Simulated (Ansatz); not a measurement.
# F on Ni(111): change of the work function, part 3 of 4

Wanted: Δφ(θ) for F/Ni(111), starting from the fcc site.

Ansatz 0.2.0; plane-wave DFT, PBE, Ansatz PAW.

So far, work function, upper face (eV): step 2 (the clean slab) 5.07; step 3 (37 atoms, coverage 0.111 ML, cell 3x3) 5.34.

## 4. Adsorbate added, k-mesh 6×6×1, coverage 0.25 ML

System of this step: Ni16F (F/Ni(111)). The cell holds 17 atoms: 16 Ni and 1 F. Its edges and angles: a = 4.978 Å, b = 4.978 Å, c = 25.251 Å, α = 90.0°, β = 90.0°, γ = 60.0°. Vacuum lies along c.

Another coverage, to see how the dipoles act on each other as their distance changes.

input.yaml

```yaml
crystal:
  lattice:
    - [4.9780317395, 0.0, 0.0]
    - [2.4890158698, 4.3111019473, 0.0]
    - [0.0, 0.0, 25.2506310946]
  atoms:
    - { symbol: Ni, position: [0.0, 0.0, 0.3564267351], spin: 0.7 }
    - { symbol: Ni, position: [0.1666666667, 0.1666666667, 0.4369107808], spin: 0.72 }
    - { symbol: Ni, position: [0.3333333333, 0.3333333333, 0.517127165], spin: 0.72 }
    - { symbol: Ni, position: [0.0, 0.0, 0.5965382084], spin: 0.7 }
    - { symbol: Ni, position: [0.0, 0.5, 0.3564267351], spin: 0.7 }
    - { symbol: Ni, position: [0.1666666667, 0.6666666667, 0.4369107808], spin: 0.72 }
    - { symbol: Ni, position: [0.3333333333, 0.8333333333, 0.517127165], spin: 0.72 }
    - { symbol: Ni, position: [0.0, 0.5, 0.5965382084], spin: 0.7 }
    - { symbol: Ni, position: [0.5, 0.0, 0.3564267351], spin: 0.7 }
    - { symbol: Ni, position: [0.6666666667, 0.1666666667, 0.4369107808], spin: 0.72 }
    - { symbol: Ni, position: [0.8333333333, 0.3333333333, 0.517127165], spin: 0.72 }
    - { symbol: Ni, position: [0.5, 0.0, 0.5965382084], spin: 0.7 }
    - { symbol: Ni, position: [0.5, 0.5, 0.3564267351], spin: 0.7 }
    - { symbol: Ni, position: [0.6666666667, 0.6666666667, 0.4369107808], spin: 0.72 }
    - { symbol: Ni, position: [0.8333333333, 0.8333333333, 0.517127165], spin: 0.72 }
    - { symbol: Ni, position: [0.5, 0.5, 0.5965382084], spin: 0.7 }
    - { symbol: F, position: [0.1666666667, 0.1666666667, 0.6435732649] }
magnetization:
  spin_polarized: true
kpoints:
  mp_grid: { grid: [6, 6, 1] }
hamiltonian:
  xc: pbe
scf:
  occupations: { method: fermi_dirac, width: 0.1 }
  convergence: { dr2_threshold: 1.0e-08 }
efield:
  axis: 3
  dipole_correction: true
  ramp_position: 0.97
  ramp_width: 0.06
relax:
  f_tol: 0.02
  max_steps: 60
  constraints: [{ sites: [0, 1, 4, 5, 8, 9, 12, 13] }]
output:
  dos: { projected: true, e_range: [-8, 4] }
  write_potential: true
  write_density: true
  volumetric_format: npy
  elf: true
```

On the command line:

```console
> ansatz run input.yaml --threads 4 --pin off --max-ram 16384MiB --backend cpu --events-out ev --progress --plain --runs-dir out
```

Numbers of over 12 decimals in the logs are rounded to 6 here.

Log:

```text
[...]
Crystal: 17 atoms, lattice volume = 541.899 Å³
Basis set: ecut = 420 eV, 10567 PW (Γ), exchange–correlation on 72×72×360 points (8 copies of the dense FFT grid, shifted against one another)
Bands: 184, of which v1, the nominal top of the filled ones, is band 148 counted from 1 (147 counted from 0)
Symmetry: 6 space group operations
k-points: 7 of 36 (time reversal used)
[...]
Starting moments: Σ|m| = 11.36 μB on 16 of 17 sites
[...]
SCF iter   1: F=—  HF=-94223.165186 eV  |F-HF|=—  |Δ(HF+E_count)|=         —  Δρ=3.04e-2 (↑1.36e-2 ↓3.04e-2)  dr2=1.30e1  dr2_m=1.15e0  M=12.104 μB ∫|m|=12.748 μB  β_m=1.00  ethr=3.10e-3  p=-0.000 e·Å  D=-6.17e-7 V/Å  ΔV_dip=0.00 eV  dr2_dipole=2.29e-1  V_vac-E_F(+/−)=7.18/7.18 eV  ⟨swp⟩=9.3  Hψ=12676  notcnv=0  defer=161
[...]
SCF iter  18: F=-94238.712716 eV  HF=-94238.712716 eV  |F-HF|=6.13e-9  |Δ(HF+E_count)|=  2.47e-10  Δρ=6.12e-7 (↑1.46e-7 ↓6.12e-7)  dr2=5.25e-9  dr2_m=3.33e-10  M=10.807 μB ∫|m|=12.432 μB  ethr=2.16e-12  p=0.017 e·Å  D=5.65e-3 V/Å  ΔV_dip=-0.14 eV  dr2_dipole=1.05e-9  V_vac-E_F(+/−)=4.93/5.07 eV  ⟨swp⟩=13.5  Hψ=19503  notcnv=0
SCF 1 converged in 18 iterations: F = -94238.712716 eV  dr2 = 5.25e-9
[...]
relax step   1: F+E_penalty+E_count = -94238.71271573 eV  Δ(F+E_penalty+E_count) = +0.000e0 eV  max|allowed force component| = 3.191e0 eV/Å  Δτ_max = 0.0000 Å  (18 SCF iters, accepted)
[...]
SCF iter  14: F=-94238.942320 eV  HF=-94238.942320 eV  |F-HF|=1.08e-9  |Δ(HF+E_count)|=   8.28e-9  Δρ=7.18e-7 (↑2.56e-7 ↓7.18e-7)  dr2=3.10e-9  dr2_m=4.25e-10  M=10.874 μB ∫|m|=12.508 μB  ethr=3.00e-12  p=-0.003 e·Å  D=-1.00e-3 V/Å  ΔV_dip=0.03 eV  dr2_dipole=8.23e-11  V_vac-E_F(+/−)=5.10/5.07 eV  ⟨swp⟩=12.4  Hψ=18432  notcnv=0
SCF 2 converged in 14 iterations: F = -94238.942320 eV  dr2 = 3.10e-9
relax step   2: F+E_penalty+E_count = -94238.94231961 eV  Δ(F+E_penalty+E_count) = -2.296e-1 eV  max|allowed force component| = 2.171e0 eV/Å  Δτ_max = 0.0738 Å  (14 SCF iters, accepted)
SCF iter   1: F=—  HF=-94239.196458 eV  |F-HF|=—  |Δ(HF+E_count)|=         —  Δρ=4.08e-3 (↑3.15e-3 ↓4.08e-3)  dr2=3.19e-1  dr2_m=1.88e-2  M=10.992 μB ∫|m|=12.620 μB  β_m=1.00  ethr=1.27e-3  p=-0.003 e·Å  D=-1.00e-3 V/Å  ΔV_dip=0.03 eV  dr2_dipole=8.72e-2  V_vac-E_F(+/−)=5.12/5.09 eV  ⟨swp⟩=4.3  Hψ=5974  notcnv=0  defer=241
[...]
SCF iter  16: F=-94239.165841 eV  HF=-94239.165841 eV  |F-HF|=4.15e-9  |Δ(HF+E_count)|=   1.35e-9  Δρ=3.29e-7 (↑8.35e-8 ↓3.29e-7)  dr2=3.21e-9  dr2_m=9.30e-11  M=10.970 μB ∫|m|=12.608 μB  ethr=2.22e-12  p=-0.055 e·Å  D=-1.85e-2 V/Å  ΔV_dip=0.47 eV  dr2_dipole=8.30e-10  V_vac-E_F(+/−)=5.54/5.07 eV  ⟨swp⟩=12.1  Hψ=16042  notcnv=0
SCF 3 converged in 16 iterations: F = -94239.165841 eV  dr2 = 3.21e-9
[...]
relax step   3: F+E_penalty+E_count = -94239.16584109 eV  Δ(F+E_penalty+E_count) = -2.235e-1 eV  max|allowed force component| = 3.967e-1 eV/Å  Δτ_max = 0.1619 Å  (16 SCF iters, accepted)
[...]
relax step   4: F+E_penalty+E_count = -94239.16922517 eV  Δ(F+E_penalty+E_count) = -3.384e-3 eV  max|allowed force component| = 2.082e-1 eV/Å  Δτ_max = 0.0740 Å  (15 SCF iters, accepted)
SCF iter   1: F=—  HF=-94239.176264 eV  |F-HF|=—  |Δ(HF+E_count)|=         —  Δρ=1.31e-3 (↑9.61e-4 ↓1.31e-3)  dr2=1.55e-2  dr2_m=2.41e-3  M=11.008 μB ∫|m|=12.648 μB  β_m=1.00  ethr=5.59e-5  p=-0.078 e·Å  D=-2.59e-2 V/Å  ΔV_dip=0.65 eV  dr2_dipole=2.73e-3  V_vac-E_F(+/−)=5.72/5.07 eV  ⟨swp⟩=3.2  Hψ=5002  notcnv=0  defer=246
[...]
SCF iter  14: F=-94239.175759 eV  HF=-94239.175759 eV  |F-HF|=2.62e-9  |Δ(HF+E_count)|=   8.34e-9  Δρ=5.20e-7 (↑2.76e-7 ↓5.20e-7)  dr2=2.94e-9  dr2_m=2.58e-10  M=10.993 μB ∫|m|=12.633 μB  ethr=1.00e-12  p=-0.072 e·Å  D=-2.41e-2 V/Å  ΔV_dip=0.61 eV  dr2_dipole=2.44e-10  V_vac-E_F(+/−)=5.68/5.08 eV  ⟨swp⟩=11.0  Hψ=18179  notcnv=0
SCF 5 converged in 14 iterations: F = -94239.175759 eV  dr2 = 2.94e-9
relax step   5: F+E_penalty+E_count = -94239.17575856 eV  Δ(F+E_penalty+E_count) = -6.533e-3 eV  max|allowed force component| = 8.114e-3 eV/Å  Δτ_max = 0.0318 Å  (14 SCF iters, accepted)
[...]
SCF converged after 14 iterations
Magnetization: 10.9930 μB (152.9965 up, 142.0035 down)
Absolute magnetization: 12.6456 μB (∫|ρ↑−ρ↓|, with the PAW one-centre terms)
[...]
Per-site moments (μB) at R_I (Å): [(0.699049, 1.026719), (0.709324, 1.017694), (0.727983, 0.999788), (0.788958, 0.844859), (0.699049, 1.026719), (0.717720, 1.019580), (0.727983, 0.999788), (0.788958, 0.844859), (0.699049, 1.026719), (0.717720, 1.019580), (0.727983, 0.999788), (0.788958, 0.844859), (0.695469, 1.026719), (0.717720, 1.019580), (0.654616, 0.999749), (0.741742, 0.999788), (0.074834, 0.844859)]
Free energy (F): -94239.175759 eV
[...]
Internal energy: -94238.271957 eV  (E = F + TS)
E sigma→0 (E₀):  -94238.723858 eV
Entropy (-TS):   -0.903801 eV (-53.165 meV/atom)
Fermi energy:    2.410591 eV
Dipole field:    D = -0.024092 V/Å  (p = -0.072149 e·Å, saw-weighted, corrected)
Work function:   Φ+ = 5.6839 eV   Φ− = 5.0755 eV
[...]
--- Forces (eV/Å), atoms counted from 1 ---
  atom   1  Ni    -0.01594257    -0.00920445     0.14937521
  atom   2  Ni    -0.00000000    -0.00000000    -0.20417948
  atom   3  Ni    -0.00105700    -0.00061026     0.00385814
  atom   4  Ni     0.00198655     0.00114694    -0.00099957
  atom   5  Ni     0.00000000     0.01840889     0.14937521
  atom   6  Ni    -0.06911564     0.03990393    -0.11956236
  atom   7  Ni     0.00000000     0.00122051     0.00385814
  atom   8  Ni    -0.00000000    -0.00229387    -0.00099957
  atom   9  Ni     0.01594257    -0.00920445     0.14937521
  atom  10  Ni    -0.00000000    -0.07980786    -0.11956236
  atom  11  Ni     0.00105700    -0.00061026     0.00385814
  atom  12  Ni    -0.00198655     0.00114694    -0.00099957
  atom  13  Ni     0.00000000    -0.00000000     0.12013472
  atom  14  Ni     0.06911564     0.03990393    -0.11956236
  atom  15  Ni     0.00000000    -0.00000000    -0.00811401
  atom  16  Ni    -0.00000000     0.00000000    -0.00431318
  atom  17  F     -0.00000000     0.00000000    -0.00155359
  max |Σ_I F_I| component: 1.13e-5 eV/Å
--- Band table (eV; the first three rows and the last of 14) ---
  k-point 0 ↑: bands = [... 144 lower, 1.8396, 1.8614, 1.9035, 1.9035, 2.0108, 2.0108, 2.0117, 2.0337, ... 32 higher]
  k-point 1 ↑: bands = [... 144 lower, 1.7568, 1.7895, 1.7920, 1.8130, 1.8698, 1.8706, 1.9035, 2.1397, ... 32 higher]
  k-point 2 ↑: bands = [... 144 lower, 1.6722, 1.7245, 1.7442, 1.7590, 1.7728, 1.8050, 1.8461, 1.8599, ... 32 higher]
  k-point 6 ↓: bands = [... 144 lower, 2.3991, 2.4119, 2.4154, 2.4681, 2.4787, 2.4826, 2.5078, 2.6008, ... 32 higher]
--- Relaxed structure (5 steps of the walk, 5 accepted, 0 SCFs on fresh bases) ---
  F+E_penalty+E_count = -94239.17575856 eV   max|allowed force component| = 8.114e-3 eV/Å
  atoms:
    - { symbol: Ni, position: [-1.7959490104491818e-17, -1.7959490104491818e-17, 0.3564267351] }
    - { symbol: Ni, position: [0.166667, 0.166667, 0.436911] }
    - { symbol: Ni, position: [0.332726, 0.332726, 0.516480] }
    - { symbol: Ni, position: [-0.00295628, -0.00295628, 0.597958] }
    - { symbol: Ni, position: [0.0, 0.500000, 0.3564267351] }
    - { symbol: Ni, position: [0.166667, 0.666667, 0.436911] }
    - { symbol: Ni, position: [0.332726, 0.834549, 0.516480] }
    - { symbol: Ni, position: [-0.00295628, 0.505913, 0.597958] }
    - { symbol: Ni, position: [0.500000, -1.7959490104491818e-17, 0.3564267351] }
    - { symbol: Ni, position: [0.666667, 0.166667, 0.436911] }
    - { symbol: Ni, position: [0.834549, 0.332726, 0.516480] }
    - { symbol: Ni, position: [0.505913, -0.00295628, 0.597958] }
    - { symbol: Ni, position: [0.500000, 0.500000, 0.3564267351] }
    - { symbol: Ni, position: [0.666667, 0.666667, 0.436911] }
    - { symbol: Ni, position: [0.833333, 0.833333, 0.519933] }
    - { symbol: Ni, position: [0.500000, 0.500000, 0.593622] }
    - { symbol: F, position: [0.166667, 0.166667, 0.654742] }
```

Elapsed: 7.7 min, on 4 threads of Arm Neoverse V1, shared host; peak memory 2.9 GiB; 29 min of CPU time.

Step by step:

| step | energy less that of the first step (eV) | largest force component (eV/Å) |
| --- | --- | --- |
| 1 | 0.0000 | 3.1914 |
| 2 | -0.2296 | 2.1712 |
| 3 | -0.4531 | 0.3967 |
| 4 | -0.4565 | 0.2082 |
| 5 | -0.4630 | 0.0081 |

The run keeps the 6 symmetry operations that it works with, so distortions that break them were not tested.

The atoms that moved most (Å):

| atom | dx | dy | dz | length |
| --- | --- | --- | --- | --- |
| F17 | 0.000 | 0.000 | 0.282 | 0.282 |
| Ni16 | 0.000 | 0.000 | -0.074 | 0.074 |
| Ni15 | 0.000 | 0.000 | 0.071 | 0.071 |
| Ni4 | -0.022 | -0.013 | 0.036 | 0.044 |
| Ni8 | 0.000 | 0.025 | 0.036 | 0.044 |
| Ni12 | 0.022 | -0.013 | 0.036 | 0.044 |
| Ni3 | -0.005 | -0.003 | -0.016 | 0.017 |
| Ni11 | 0.005 | -0.003 | -0.016 | 0.017 |

The relaxed structure:

```xyz
17
Lattice="4.9780 0.0000 0.0000 2.4890 4.3111 0.0000 0.0000 0.0000 25.2506" Properties=species:S:1:pos:R:3
Ni    0.0000    0.0000    9.0000
Ni    1.2445    0.7185   11.0323
Ni    2.4845    1.4344   13.0414
Ni   -0.0221   -0.0127   15.0988
Ni    1.2445    2.1556    9.0000
Ni    2.4890    2.8741   11.0323
Ni    3.7335    3.5978   13.0414
Ni    1.2445    2.1810   15.0988
Ni    2.4890    0.0000    9.0000
Ni    3.7335    0.7185   11.0323
Ni    4.9826    1.4344   13.0414
Ni    2.5111   -0.0127   15.0988
Ni    3.7335    2.1556    9.0000
Ni    4.9780    2.8741   11.0323
Ni    6.2225    3.5926   13.1286
Ni    3.7335    2.1556   14.9893
F     1.2445    0.7185   16.5327
```

This step gave:

| Property | Result |
| --- | --- |
| energy at zero smearing | -94238.7239 eV |
| total moment | 10.99 μB |
| work function, upper face | 5.684 eV |
| work function, lower face | 5.076 eV |
| dipole along the normal | -0.07215 e·Å |
| step between the vacuum levels | 0.6083 eV |

The density of states has structure finer than the step of the table below, so its rows give means over 0.25 eV, whole bins alone (the curve runs from -8 to 1.98 eV). Peaks (eV: height): total -1.590: 68.8, -1.500: 65.4, -1.020: 72.6, -0.960: 72.7, -0.870: 65.3, -0.750: 84.2, -0.690: 78.9; up -2.770: 32.3, -2.290: 33.3, -2.110: 38.6, -2.050: 32.3, -1.590: 40.0, -1.080: 34.8, -0.750: 53.1; down -2.080: 34.9, -1.500: 39.3, -1.380: 36.7, -1.020: 43.7, -0.960: 53.9, -0.870: 42.5, 0.210: 38.6.

Table of density of states by energy, zero at the Fermi level; means over each step; values in states/eV a cell:

| energy (eV) | total | up | down |
| --- | --- | --- | --- |
| -7.75 | 0.912 | 0.461 | 0.451 |
| -7.50 | 0.996 | 0.499 | 0.497 |
| -7.25 | 2.13 | 1.08 | 1.06 |
| -7.00 | 2.81 | 1.47 | 1.34 |
| -6.75 | 2.52 | 1.35 | 1.17 |
| -6.50 | 2.61 | 1.41 | 1.20 |
| -6.25 | 5.60 | 4.09 | 1.51 |
| -6.00 | 5.92 | 2.32 | 3.60 |
| -5.75 | 9.78 | 5.82 | 3.96 |
| -5.50 | 5.63 | 1.90 | 3.73 |
| -5.25 | 3.32 | 1.66 | 1.66 |
| -5.00 | 5.87 | 2.49 | 3.38 |
| -4.75 | 7.60 | 4.35 | 3.25 |
| -4.50 | 9.70 | 6.84 | 2.86 |
| -4.25 | 11.1 | 6.77 | 4.32 |
| -4.00 | 22.5 | 15.7 | 6.76 |
| -3.75 | 21.9 | 14.3 | 7.60 |
| -3.50 | 26.2 | 13.2 | 13.0 |
| -3.25 | 25.6 | 13.4 | 12.2 |
| -3.00 | 24.5 | 12.1 | 12.4 |
| -2.75 | 29.4 | 17.0 | 12.4 |
| -2.50 | 34.4 | 21.3 | 13.0 |
| -2.25 | 38.2 | 26.0 | 12.2 |
| -2.00 | 39.5 | 20.2 | 19.3 |
| -1.75 | 39.2 | 17.1 | 22.1 |
| -1.50 | 50.8 | 21.9 | 28.8 |
| -1.25 | 42.6 | 22.5 | 20.1 |
| -1.00 | 50.2 | 25.5 | 24.7 |
| -0.75 | 57.6 | 38.1 | 19.5 |
| -0.50 | 33.4 | 10.8 | 22.6 |
| -0.25 | 26.0 | 3.93 | 22.1 |
| 0.00 | 28.1 | 2.29 | 25.8 |
| 0.25 | 27.5 | 2.65 | 24.8 |
| 0.50 | 9.04 | 2.69 | 6.35 |
| 0.75 | 6.12 | 2.91 | 3.21 |
| 1.00 | 5.13 | 2.10 | 3.03 |
| 1.25 | 5.40 | 1.31 | 4.09 |
| 1.50 | 4.87 | 2.84 | 2.03 |
| 1.75 | 5.72 | 3.69 | 2.02 |

Projected DOS per atom over height of the atomic layer and energy from the Fermi level. Layers: Ni4 Ni4 Ni4 Ni4 F from below.

Values in states/eV, 22 rows by 5 columns, each cell a mean:
```
0.28 0.25 0.22 0.27 0.06
0.25 0.23 0.23 0.26 0.07
0.36 0.31 0.31 0.32 0.09
0.91 0.92 1.00 1.19 0.21
1.90 1.68 1.55 1.54 0.14
2.75 2.30 2.21 2.55 0.23
3.34 2.69 2.64 3.29 0.28
3.35 2.43 2.52 3.08 0.23
2.97 2.16 2.06 2.70 0.15
2.49 2.44 2.39 2.29 0.12
1.57 1.88 1.89 1.71 0.11
1.20 1.72 1.77 1.30 0.21
0.95 1.56 1.64 1.06 0.29
0.65 1.30 1.35 0.66 0.32
0.38 0.68 0.68 0.35 0.39
0.24 0.39 0.37 0.21 0.47
0.14 0.17 0.20 0.23 3.51
0.16 0.22 0.27 0.39 4.31
0.07 0.13 0.09 0.16 1.08
0.09 0.16 0.13 0.15 0.46
0.06 0.13 0.13 0.09 0.13
0.02 0.08 0.10 0.03 0.02
```
Columns: height of the atomic layer (Å) from 9 to 16.5 (not evenly spaced); rows upwards: energy from the Fermi level (eV) from -7.96 to 1.95.

Projected DOS per atom, spin up over height of the atomic layer and energy from the Fermi level. Layers: Ni4 Ni4 Ni4 Ni4 F from below.

Values in states/eV, 22 rows by 5 columns, each cell a mean:
```
0.16 0.13 0.12 0.16 0.04
0.08 0.07 0.06 0.08 0.02
0.14 0.16 0.16 0.13 0.04
0.19 0.13 0.13 0.17 0.05
0.17 0.17 0.18 0.16 0.06
1.15 1.13 1.05 0.95 0.15
2.08 1.64 1.62 2.03 0.18
1.49 1.12 1.22 1.53 0.14
1.63 0.96 0.86 1.38 0.11
1.78 1.56 1.54 1.61 0.09
0.87 1.10 1.14 0.98 0.05
0.77 0.85 0.81 0.77 0.10
0.59 1.01 1.05 0.73 0.14
0.42 0.80 0.85 0.44 0.17
0.22 0.47 0.47 0.22 0.16
0.15 0.25 0.25 0.14 0.22
0.07 0.08 0.09 0.07 0.73
0.08 0.12 0.15 0.25 3.03
0.04 0.06 0.05 0.09 0.65
0.04 0.08 0.07 0.08 0.28
0.03 0.06 0.06 0.04 0.07
0.01 0.04 0.05 0.02 0.01
```
Columns: height of the atomic layer (Å) from 9 to 16.5 (not evenly spaced); rows upwards: energy from the Fermi level (eV) from -7.96 to 1.95.

Projected DOS per atom, spin down over height of the atomic layer and energy from the Fermi level. Layers: Ni4 Ni4 Ni4 Ni4 F from below.

Values in states/eV, 22 rows by 5 columns, each cell a mean:
```
0.12 0.12 0.10 0.11 0.03
0.17 0.16 0.17 0.19 0.05
0.21 0.15 0.15 0.19 0.05
0.72 0.79 0.86 1.02 0.16
1.73 1.51 1.38 1.39 0.08
1.61 1.17 1.16 1.61 0.09
1.26 1.04 1.03 1.26 0.10
1.86 1.31 1.30 1.55 0.09
1.34 1.21 1.20 1.32 0.04
0.70 0.87 0.85 0.68 0.03
0.70 0.78 0.75 0.72 0.07
0.44 0.87 0.96 0.53 0.11
0.36 0.56 0.59 0.33 0.15
0.23 0.50 0.51 0.22 0.15
0.16 0.21 0.21 0.13 0.23
0.09 0.14 0.13 0.07 0.26
0.08 0.09 0.11 0.16 2.78
0.07 0.10 0.12 0.14 1.29
0.03 0.06 0.04 0.07 0.43
0.04 0.08 0.07 0.07 0.19
0.03 0.06 0.07 0.04 0.06
0.01 0.04 0.05 0.01 0.01
```
Columns: height of the atomic layer (Å) from 9 to 16.5 (not evenly spaced); rows upwards: energy from the Fermi level (eV) from -7.96 to 1.95.

Site moment by atom:

| atom | site moment (μB) |
| --- | --- |
| Ni1 | 0.699 |
| Ni2 | 0.709 |
| Ni3 | 0.728 |
| Ni4 | 0.789 |
| Ni5 | 0.699 |
| Ni6 | 0.718 |
| Ni7 | 0.728 |
| Ni8 | 0.789 |
| Ni9 | 0.699 |
| Ni10 | 0.718 |
| Ni11 | 0.728 |
| Ni12 | 0.789 |
| Ni13 | 0.695 |
| Ni14 | 0.718 |
| Ni15 | 0.655 |
| Ni16 | 0.742 |
| F17 | 0.075 |

Spin density in the ca plane at fractional y = 0.167, with atoms of Ni and F within 0.2 Å of it.

Values in e/Å³, 7 rows by 16 columns, each cell a mean:
```
0.0 0.0 0.0 0.0 0.0 0.1 0.0 0.0 0.0 0.0 0.0 0.0 0.0 0.0 0.0 0.0
0.0 0.0 0.0 0.4 0.0 0.0 0.0 0.0 0.0 0.0 0.0 0.0 0.0 0.0 0.0 0.0
0.0 0.0 0.1 1.0 0.0 0.0 0.0 0.0 0.0 0.0 0.0 0.0 0.0 0.0 0.0 0.0
0.0 0.0 0.0 0.0 0.0 0.0 0.0 0.0 0.0 0.0 0.0 0.0 0.0 0.0 0.0 0.0
0.0 0.0 0.0 0.0 0.0 0.0 0.0 0.0 0.0 0.0 0.0 0.0 0.0 0.0 0.0 0.0
0.0 0.0 0.1 1.1 0.0 0.0 0.0 0.0 0.1 0.0 0.0 0.0 0.0 0.0 0.0 0.0
0.0 0.0 0.0 0.3 0.0 0.0 0.0 0.0 0.0 0.0 0.0 0.0 0.0 0.0 0.0 0.0
```
Columns run along c (16.0 Å, from fractional 0.31 to 0.94 of the cell), rows up along a (5.0 Å). Atoms in or near the plane, at fractional coordinates: Ni at (0.44, 0.17), Ni at (0.44, 0.67), F at (0.65, 0.17).

ELF in the ca plane at fractional y = 0.167, with atoms of Ni and F within 0.2 Å of it. It is the smooth field of the valence electrons, not physical close to the nuclei.

Ten even steps from '0' (0.00) to '9' (0.80), each cell a mean:
```
22222223222322222222221123210000000000000000
22222222222322222222221100000000000000000000
22222222333232222222222210000000000000000000
33333323574223332333333310000000000000000000
33333323574223333333333310000000000000000000
22222222343232222222222210000000000000000000
22222222222222222222222100000000000000000000
22222223222322222222221122100000000000000000
22222222222222222222211587521000000000000000
23322322453233222222115999951000000000000000
33333323685223333222227869962000000000000000
33323322454233222222116999952000000000000000
22222222222222222222212688631000000000000000
```
Columns run along c (16.0 Å, from fractional 0.31 to 0.94 of the cell), rows up along a (5.0 Å). Atoms in or near the plane, at fractional coordinates: Ni at (0.44, 0.17), Ni at (0.44, 0.67), F at (0.65, 0.17).

Electrostatic potential energy in the ca plane at fractional y = 0.167, with atoms of Ni and F within 0.2 Å of it. With pseudopotentials it is smooth inside the atoms' cores, unlike the true potential.

Values in eV, 7 rows by 16 columns, each cell a mean:
```
  0 -17   2  -1   0 -18  -1 -17   2   7   8   8   8   8   8   8
  4  -1  -7 -34  -2  -2   3  -1   5   7   8   8   8   8   8   8
  5   2 -13 -42  -4   2   4   2   5   7   8   8   8   8   8   8
  1 -12   1  -9   0 -13   0 -13   3   7   8   8   8   8   8   8
  2 -10   0 -13   0 -11   1 -10  -1   5   8   8   8   8   8   8
  5   3 -13 -43  -4   2   5   2 -25 -15   8   8   8   8   8   8
  4  -3  -6 -30  -1  -3   3  -3 -10  -2   8   8   8   8   8   8
```
Columns run along c (16.0 Å, from fractional 0.31 to 0.94 of the cell; values clipped at the 3rd and 97th percentile), rows up along a (5.0 Å). Atoms in or near the plane, at fractional coordinates: Ni at (0.44, 0.17), Ni at (0.44, 0.67), F at (0.65, 0.17).

The relaxation took 5 steps and lowered the energy by 0.46 eV; the largest force on the free atoms ends at 0.0081 eV/Å.

By hand: a sheet of dipoles makes a step −p/(ε₀A) in the electron's potential. With e/ε₀ = 180.95 V·Å, p = -0.07215 e·Å and A = 21.46 Å², that is −180.95 × (-0.07215) / 21.46 = +0.608 eV, and the two vacuum levels of the run differ by +0.608 eV.

The covered face has 5.68 eV, +0.61 eV against the clean one; the bare back face has moved by -0.01 eV, a measure of how thin the slab is.

(Continued in part 4 of 4.)

[Logs are printed without paths, hosts, clocks, repeated set-up lines and the standing remarks that a program may print on its own settings, such as how far it seeks lower states.]

[Hosts, paths, dates, database ids (printed as entryN), source tags and the programs' standing remarks are cut or masked in the printed files.]

[Maps of the electrostatic potential energy from Ansatz leave out the sawtooth potential of an applied field or a dipole correction, so their vacuum need not be flat; planar profiles and work functions include it.]
